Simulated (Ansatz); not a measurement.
# TaRu (Pm-3m): phonons and vibrational spectra

How does TaRu (Pm-3m) vibrate, and is this structure a minimum?

Main program and level: Ansatz 0.2.0; DFT PBEsol, scalar-relativistic, plane waves, PAW; PAW set soft_1.

## (1) The structure

Symmetry: Pm-3m, No. 221, cubic system. The conventional cell has a = 3.187 Å, b = 3.187 Å, c = 3.187 Å, α = 90.00°, β = 90.00°, γ = 90.00°. Nearest to Ta lie 8 Ru at 2.76 Å. Nearest to Ru lie 8 Ta at 2.76 Å. Farther neighbours are not listed.

## (2) Coarse relaxation

A rough relaxation comes first, because large forces or stress need no tight tolerances yet.

input.yaml reads:

```yaml
crystal:
  lattice:
    - [3.187, 0.0, 0.0]
    - [0.0, 3.187, 0.0]
    - [0.0, 0.0, 3.187]
  atoms:
    - { symbol: Ta, position: [0.5, 0.5, 0.5] }
    - { symbol: Ru, position: [0.0, 0.0, 0.0] }
kpoints:
  mp_grid: { grid: [6, 6, 6] }
hamiltonian:
  xc: pbesol
  pseudopotentials: { kind: paw, azcp: { folder: soft_1 }, xc_functional: pbe }
scf:
  occupations: { method: gaussian, width: 0.1 }
output:
  forces: true
  stress: true
  eigenvalues: true
relax:
  adjacent_minimum: "off"
  f_tol: 0.05
  max_steps: 80
  cell: { stress_tol: 0.5 }
```

On the command line:

```
$ ansatz run input.yaml --threads 4 --pin off --max-ram 10240MiB --backend cpu --events-out ev --progress --plain --runs-dir out
```

Numbers of over 12 decimals in the logs are rounded to 6 here.

The log of the run:

```text
The last accepted step is kept in <dir> (removed where the run ends without a failure and the disk answers)
Engine: ansatz 0.2.0, x86_64-unknown-linux-gnu
Pseudopotentials: kind: paw
Pseudopotential: Ta, paw, valence charge 13, recommended cutoff 420 eV (normal), soft_1/Ta.paw.azcp
Pseudopotential: Ru, paw, valence charge 16, recommended cutoff 420 eV (normal), soft_1/Ru.paw.azcp
Functional definition: PBEsol
[...]
--- Relaxed structure (4 steps of the walk, 3 accepted, 1 SCFs on fresh bases) ---
  F+E_penalty+E_count = -15624.48529303 eV   max|allowed force component| = 1.512e-30 eV/Å   (the final SCF, on the basis selected at the relaxed cell)
  cell:  # Å, volume = 30.9439 Å³
    - [3.139483, 0, 0]
    - [0, 3.139483, 0.0]
    - [0, 0.0, 3.139483]
  atoms:
    - { symbol: Ta, position: [0.5, 0.5, 0.5] }
    - { symbol: Ru, position: [0, 0, 0] }
[key lines of the parts left out:]
SCF converged after 6 iterations
Free energy (F): -15624.485293 eV
Fermi energy:    21.840831 eV
P = ⅓ Tr σ = 0.1511 GPa (1.511 kbar)
```

It took 1.5 s on 4 threads of Intel Xeon Platinum 8488C (Sapphire Rapids), shared host; peak memory 0.38 GiB; 4.2 s of CPU time.

The steps of the relaxation:

```
step  energy less that of the first step (eV)  largest force component (eV/Å)  pressure (GPa)  volume (Å³)
   1                                   0.0000                          0.0000          -11.09        32.37
   2                                   0.2677                          0.0000           36.55        27.86
   3                                  -0.0501                          0.0000           -2.03        31.20
   4                                  -0.0517                          0.0000            0.17        30.94
  5*                                  -0.0508                          0.0000            0.15        30.94
```

Relaxation steps marked * repeat the geometry before them on a plane-wave basis chosen anew for their cell, so energy and pressure can jump there. Relaxation step 2 was tried and not accepted.

The run keeps the 48 symmetry operations that it works with, so distortions that break them were not tested.

```csv
"conventional cell, symmetrised",before,after,change
a (Å),3.187,3.139,-1.5 %
b (Å),3.187,3.139,-1.5 %
c (Å),3.187,3.139,-1.5 %
volume (Å³/atom),16.19,15.47,-4.4 %
```

The relaxed structure:

```
Ta Ru
1.0
     3.13948    0.00000    0.00000
     0.00000    3.13948    0.00000
     0.00000    0.00000    3.13948
Ta Ru
1 1
Direct
  0.50000 0.50000 0.50000
  0.00000 0.00000 0.00000
```

Numbers from this step:

| Property | Result |
| --- | --- |
| pressure | 0.1511 GPa |
| volume per atom | 15.47 Å³ |
| gap on the k-mesh | 0 eV |

In this step the volume went from 16.19 to 15.47 Å³/atom.

## (3) Relaxation

The cell and atoms are relaxed, since residual forces and stress would shift the frequencies.

input.yaml, the sections that differ from step 2:

```yaml
crystal:
  lattice:
    - [3.1394829749, 0.0, 0.0]
    - [0.0, 3.1394829749, 0.0]
    - [0.0, 0.0, 3.1394829749]
  atoms:
    - { symbol: Ta, position: [0.5, 0.5, 0.5] }
    - { symbol: Ru, position: [0.0, 0.0, 0.0] }
kpoints:
  mp_grid: { grid: [14, 14, 14] }
output:
  forces: true
  stress: true
  eigenvalues: true
  write_density: true
  write_potential: true
  elf: true
  volumetric_format: npy
relax:
  adjacent_minimum: "off"
  f_tol: 0.005
  max_steps: 80
  cell: { stress_tol: 0.05 }
# hamiltonian, scf: as in step 2
```

The log of the run:

```text
[...]
Crystal: 2 atoms, lattice volume = 30.944 Å³
Basis set: ecut = 420 eV, 619 PW (Γ), exchange–correlation on 48×48×48 points (8 copies of the dense FFT grid, shifted against one another)
Bands: 19, of which v1, the nominal top of the filled ones, is band 15 counted from 1 (14 counted from 0)
Symmetry: 48 space group operations
[...]
k-points: 120 of 2744
[...]
SCF iter   1: F=—  HF=-15628.692627 eV  |F-HF|=—  |Δ(HF+E_count)|=         —  Δρ=2.46e-1  dr2=3.05e1  ethr=3.10e-3  ⟨swp⟩=4.9  Hψ=9064  notcnv=0
[...]
SCF iter   8: F=-15624.479285 eV  HF=-15624.479285 eV  |F-HF|=3.52e-9  |Δ(HF+E_count)|=   5.27e-9  Δρ=3.01e-6  dr2=3.83e-9  ethr=1.66e-10  ⟨swp⟩=5.2  Hψ=12280  notcnv=0
SCF 1 converged in 8 iterations: F = -15624.479285 eV  dr2 = 3.83e-9
[...]
relax step   1: F+E_penalty+E_count = -15624.47928484 eV  Δ(F+E_penalty+E_count) = +0.000e0 eV  max|allowed force component| = 3.418e-30 eV/Å  Δτ_max = 0.0000 Å  P = +0.059 GPa  Ω = 30.944 Å³  (8 SCF iters, dr2 threshold 1.00e-7 eV, accepted)
Crystal: 2 atoms, lattice volume = 30.964 Å³
[...]
SCF iter   6: F=-15624.479266 eV  HF=-15624.479266 eV  |F-HF|=9.09e-12  |Δ(HF+E_count)|=  9.09e-12  Δρ=6.47e-8  dr2=8.76e-13  ethr=1.00e-12  ⟨swp⟩=4.0  Hψ=9730  notcnv=0
SCF 2 converged in 6 iterations: F = -15624.479266 eV  dr2 = 8.76e-13
relax step   2: F+E_penalty+E_count = -15624.47926554 eV  Δ(F+E_penalty+E_count) = +1.930e-5 eV  max|allowed force component| = 1.545e-30 eV/Å  Δτ_max = 0.0000 Å  P = -0.120 GPa  Ω = 30.964 Å³  energy of the carried Pulay correction = -1.541e-5 eV  (6 SCF iters, rejected (line search))
Crystal: 2 atoms, lattice volume = 30.951 Å³
[...]
SCF iter   6: F=-15624.479281 eV  HF=-15624.479281 eV  |F-HF|=1.82e-12  |Δ(HF+E_count)|=  1.82e-12  Δρ=4.37e-8  dr2=4.20e-13  ethr=1.00e-12  ⟨swp⟩=4.0  Hψ=9174  notcnv=0
SCF 3 converged in 6 iterations: F = -15624.479281 eV  dr2 = 4.20e-13
relax step   3: F+E_penalty+E_count = -15624.47928101 eV  Δ(F+E_penalty+E_count) = +3.840e-6 eV  max|allowed force component| = 2.367e-30 eV/Å  Δτ_max = 0.0000 Å  P = -0.000 GPa  Ω = 30.951 Å³  energy of the carried Pulay correction = -5.073e-6 eV  (6 SCF iters, accepted)
[...]
SCF iter   7: F=-15624.479284 eV  HF=-15624.479284 eV  |F-HF|=9.09e-12  |Δ(HF+E_count)|=  5.46e-12  Δρ=2.73e-9  dr2=3.67e-15  ethr=1.00e-12  ⟨swp⟩=2.0  Hψ=6622  notcnv=0
SCF 4 converged in 7 iterations: F = -15624.479284 eV  dr2 = 3.67e-15
relax step   4: F+E_penalty+E_count = -15624.47928425 eV  Δ(F+E_penalty+E_count) = -3.248e-6 eV  max|allowed force component| = 2.261e-29 eV/Å  Δτ_max = 0.0000 Å  P = -0.000 GPa  Ω = 30.951 Å³  stress off target by 4.87e-5 GPa  SCF on the basis re-selected at this cell (its energy is not comparable with the rows above)  (7 SCF iters)
basis re-selected at this cell: Δ(F+E_penalty+E_count) = -3.248e-6 eV, ΔP = +0.000 GPa vs the last step (what re-selecting the basis moved, of the pressure what is left beyond the Pulay correction that the steps carried, after the strain that the cell walked since its last selection, with what the two solves' SCF thresholds leave and, on support functions, any second-order correction that the steps lacked; it is no m [...]
SCF converged after 7 iterations
Free energy (F): -15624.479284 eV
[...]
Internal energy: -15624.462539 eV  (E = F + TS)
E sigma→0 (E₀):  -15624.470912 eV
Entropy (-TS):   -0.016745 eV (-8.372 meV/atom)
Fermi energy:    21.902516 eV
[...]
--- Stress (GPa, compression-positive) ---
       -0.000049       0.000000       0.000000
        0.000000      -0.000049       0.000000
        0.000000       0.000000      -0.000049
  P = ⅓ Tr σ = -0.0000 GPa (-0.000 kbar)
--- Band table (eV; the first three rows and the last of 120) ---
  k-point 0: bands = [... 11 lower, 19.4107, 19.4107, 19.4107, 22.9179, 22.9179, 26.1413, 26.1413, 26.1413]
  k-point 1: bands = [... 11 lower, 19.3999, 19.3999, 19.4497, 22.7761, 22.9679, 25.7159, 25.7159, 26.0561]
  k-point 2: bands = [... 11 lower, 19.3739, 19.3739, 19.5633, 22.3764, 23.1040, 24.8374, 24.8374, 25.8153]
  k-point 119: bands = [... 11 lower, 18.7991, 18.7991, 18.7991, 21.6053, 21.6053, 26.3525, 26.3525, 29.0855]
--- Relaxed structure (3 steps of the walk, 2 accepted, 1 SCFs on fresh bases) ---
[...]
cell:  # Å, volume = 30.9506 Å³
    - [3.139710, 0, 0.0]
    - [0, 3.139710, 0.0]
    - [0.0, 0.0, 3.139710]
  atoms:
    - { symbol: Ta, position: [0.500000, 0.500000, 0.500000] }
    - { symbol: Ru, position: [0, 0, 0] }
```

It took 3.5 s on 4 threads; peak memory 0.47 GiB; 12 s of CPU time.

Little changed from the start: no atom moved by 0.005 Å and no cell edge by 0.1 %.

This step gave:

```
pressure        : -4.87e-5 GPa
volume per atom : 15.48 Å³
```

ELF in the ac plane at fractional y = 0.000, with atoms of Ru within 0.2 Å of it. It is the smooth field of the valence electrons, not physical close to the nuclei.

Ten even steps from '0' (0.19) to '9' (0.61):
```
7898400242004898
9998411353114899
8885212454212588
4442224555422244
0011245555542110
0012455444554210
2234554434455432
4455554333455554
2234554434455432
0012455444554210
0011245555542110
4442224555422244
8885212454212588
9998411353114899
7898400242004898
6798400242004897
```
Columns run along a (3.1 Å), rows up along c (3.1 Å). Atoms in or near the plane, at fractional coordinates: Ru at (0.00, 0.00).

Valence density in the ac plane at fractional y = 0.000, with atoms of Ru within 0.2 Å of it. It is the smooth field of the valence electrons, not physical close to the nuclei.

Ten even steps from '_' (0 e/Å³) to '@' (12 e/Å³):
```
@@%%++--..______________..--++%%
**++==::__________________::==++
----::..__________________..::--
....__________________________..
________________________________
________________________________
________________________________
________________________________
________________________________
________________________________
________________________________
....__________________________..
----::..__________________..::--
**++==::__________________::==++
@@%%++--..______________..--++%%
@@@@**--..______________..--**@@
```
Columns run along a (3.1 Å), rows up along c (3.1 Å). Atoms in or near the plane, at fractional coordinates: Ru at (0.00, 0.00).

Electrostatic potential energy in the ac plane at fractional y = 0.000, with atoms of Ru within 0.2 Å of it. With pseudopotentials it is smooth inside the atoms' cores, unlike the true potential.

Ten even steps from '0' (-78 eV) to '9' (23 eV):
```
0013689999986310
0125799999997521
3356899999998653
6678999999999876
8899999999999998
9999999999999999
9999999999999999
9999999999999999
9999999999999999
9999999999999999
8899999999999998
6678999999999876
3356899999998653
0125799999997521
0013689999986310
0003689999986300
```
Columns run along a (3.1 Å; values clipped at the 3rd and 97th percentile), rows up along c (3.1 Å). Atoms in or near the plane, at fractional coordinates: Ru at (0.00, 0.00).

In this step the volume went from 15.47 to 15.48 Å³/atom.

## (4) Relaxing to small forces for the phonons

Phonons need a cell at rest on their own settings, so the relaxation is repeated with tight tolerances on forces and stress on the k mesh and occupations of the first response run.

input.yaml reads:

```yaml
crystal:
  lattice:
    - [3.1397099541, 0.0, 0.0]
    - [0.0, 3.1397099541, 0.0]
    - [0.0, 0.0, 3.1397099541]
  atoms:
    - { symbol: Ta, position: [0.5, 0.5, 0.5] }
    - { symbol: Ru, position: [0.0, 0.0, 0.0] }
kpoints:
  mp_grid: { grid: [16, 16, 16] }
hamiltonian:
  xc: pbesol
  pseudopotentials: { kind: paw, azcp: { folder: soft_1 }, xc_functional: pbe }
scf:
  occupations: { method: methfessel_paxton, width: 0.2 }
output:
  forces: true
  stress: true
  eigenvalues: true
relax:
  adjacent_minimum: "off"
  f_tol: 0.001
  max_steps: 60
  cell: { stress_tol: 0.01 }
```

The log of the run:

```text
[...]
Crystal: 2 atoms, lattice volume = 30.951 Å³
Basis set: ecut = 420 eV, 619 PW (Γ), exchange–correlation on 48×48×48 points (8 copies of the dense FFT grid, shifted against one another)
Bands: 19, of which v1, the nominal top of the filled ones, is band 15 counted from 1 (14 counted from 0)
Symmetry: 48 space group operations
[...]
k-points: 165 of 4096
[...]
k-point 164: bands = [... 11 lower, 18.8057, 18.8057, 18.8057, 21.6121, 21.6121, 26.3625, 26.3625, 29.0949]
--- Relaxed structure (3 steps of the walk, 2 accepted, 1 SCFs on fresh bases) ---
[...]
cell:  # Å, volume = 30.9416 Å³
    - [3.139405, 0, 0.0]
    - [0, 3.139405, 0]
    - [0.0, 0, 3.139405]
  atoms:
    - { symbol: Ta, position: [0.5, 0.5, 0.5] }
    - { symbol: Ru, position: [0, 0, 0] }
[key lines of the parts left out:]
SCF converged after 4 iterations
Free energy (F): -15624.473697 eV
Fermi energy:    21.914253 eV
P = ⅓ Tr σ = -0.0001 GPa (-0.001 kbar)
```

Elapsed: 4.1 s, on 4 threads; peak memory 0.48 GiB; 15 s of CPU time.

Little changed from the start: no atom moved by 0.005 Å and no cell edge by 0.1 %.

Numbers from this step:

```yaml
pressure: -6.98e-5 GPa
volume_per_atom: 15.47 Å³
```

The forces vanish by symmetry and the pressure is 0.000 GPa, within the tolerances set. The cell now holds 15.47 Å³/atom.

## (5) Linear response at the zone centre

The zone centre comes first: it holds the modes that light can see, as far as symmetry allows. No field response is asked, since the mesh shows no gap.

input.yaml, the sections that differ from step 4:

```yaml
crystal:
  lattice:
    - [3.1394054961, 0.0, 0.0]
    - [0.0, 3.1394054961, 0.0]
    - [0.0, 0.0, 3.1394054961]
  atoms:
    - { symbol: Ta, position: [0.5, 0.5, 0.5] }
    - { symbol: Ru, position: [0.0, 0.0, 0.0] }
output:
  eigenvalues: true
phonons:
  method: dfpt
# kpoints, hamiltonian, scf: as in step 4
# relax: removed
```

The log of the run:

```text
[...]
Crystal: 2 atoms, lattice volume = 30.942 Å³
Basis set: ecut = 420 eV, 619 PW (Γ), exchange–correlation on 48×48×48 points (8 copies of the dense FFT grid, shifted against one another)
Bands: 19, of which v1, the nominal top of the filled ones, is band 15 counted from 1 (14 counted from 0)
Symmetry: 48 space group operations
k-points: 405 of 4096 (irreducible under 8 space group operations, time reversal used)
[...]
SCF iter   1: F=—  HF=-15628.689200 eV  |F-HF|=—  |Δ(HF+E_count)|=         —  Δρ=2.46e-1  dr2=3.05e1  ethr=3.10e-3  ⟨swp⟩=4.9  Hψ=29825  notcnv=0
[...]
SCF iter  10: F=-15624.473697 eV  HF=-15624.473697 eV  |F-HF|=7.28e-12  |Δ(HF+E_count)|=  3.64e-12  S|Δr|=    0.00e0  Δρ=3.90e-8  dr2=3.23e-13  ethr=1.00e-12  ⟨swp⟩=4.9  Hψ=29210  notcnv=0
SCF 1 converged in 10 iterations: F = -15624.473697 eV  dr2 = 3.23e-13
[...]
DFPT response loops at Γ: preconditioner auto → Kerker (q_TF=auto, 2.699 Å⁻¹) (partly filled bands, converged f_vac=0.000); β = 1.00, the filter's whole step (`scf.mixing.beta` (0.50) is not read by the response loops under this deck's `scf.mixing.preconditioner`; to damp them name `kerker` or `kerker_dos`, under which they read `scf.mixing.beta`, and type it under 1.00, their step now; both keys bind the ground state too); Broyden in place of MSR1
SCF converged after 10 iterations
[...]
Free energy (F): -15624.473697 eV
[...]
Internal energy: -15624.469715 eV  (E = F + TS)
E sigma→0 (E₀):  -15624.472701 eV
Entropy (-TS):   -0.003981 eV (-1.991 meV/atom)
Fermi energy:    21.914253 eV
[...]
--- Band table (eV; the first three rows and the last of 405) ---
  k-point 0: bands = [... 11 lower, 19.4169, 19.4169, 19.4169, 22.9257, 22.9257, 26.1509, 26.1509, 26.1509]
  k-point 1: bands = [... 11 lower, 19.4084, 19.4084, 19.4468, 22.8167, 22.9643, 25.8155, 25.8155, 26.0854]
  k-point 2: bands = [... 11 lower, 19.3871, 19.3871, 19.5345, 22.5050, 23.0718, 25.0803, 25.0803, 25.8976]
  k-point 404: bands = [... 11 lower, 18.8057, 18.8057, 18.8057, 21.6121, 21.6121, 26.3625, 26.3625, 29.0949]
--- Phonons (Γ-DFPT): 2 representative perturbations + reference, on 405 of 4096 k-points (Σ response iterations 6) ---
  k mesh reduced under 8 symmetry operations, with k and −k counted as one. Each operation leaves every solved perturbation unchanged. A smaller set is not used because it would not reduce the number of displacements times k-points to solve
  ASR residual: 3.798e-5 → 0.000e0 eV/Å²; symmetrization residual: 2.501e-5 eV/Å²
  ASR residual per site (eV/Å²): 3.80e-5 6.00e-6
  Γ frequencies (cm⁻¹): 0.00 0.00 0.00 143.37 143.37 143.37
  non-analytic LO–TO correction: not included (Born effective charges unavailable; polar crystals: no LO–TO splitting at Γ)
```

Run time: 12 s. Hardware: 4 threads; peak memory 1.1 GiB; 43 s of CPU time.

In the SCF lines HF is the Harris–Foulkes energy and dr2 the Hartree energy of the density residual, in eV; the loop may stop once dr2 is under the threshold and the program's other checks hold. Hψ counts applications of the Hamiltonian.

Numbers from this step:

- sum-rule residual before enforcement: 3.80e-5 eV/Å²
- point group: m-3m
- highest optical mode at the zone centre (no LO-TO term): 143.4 cm⁻¹
- lowest optical zone-centre mode: 143.4 cm⁻¹

Patterns of degenerate modes are one choice out of their space. Modes at Γ, with each element's share of the kinetic energy:

```csv
mode,frequency (cm⁻¹),symmetry,Ta %,Ru %
1,0.0,acoustic,64,36
2,0.0,acoustic,64,36
3,0.0,acoustic,64,36
4,143.4,T1u,36,64
5,143.4,T1u,36,64
6,143.4,T1u,36,64
```

Displacements in mode 4 (143.4 cm⁻¹), the largest set to 1:
```
Ta1  0.00 -0.56  0.00
Ru2  0.00  1.00  0.00
```

Before it was imposed, the acoustic sum rule was missed by 3.8e-5 eV/Å². Small misses are needed for a sound result but don't prove that mesh and cutoff are converged. The lowest optical mode is real, 143 cm⁻¹.

(Part 1 of 2 ends here.)

[Logs are printed without paths, hosts, clocks, repeated set-up lines and the standing remarks that a program may print on its own settings, such as how far it seeks lower states.]

[Hosts, paths, dates, database ids (printed as entryN), source tags and the programs' standing remarks are cut or masked in the printed files.]
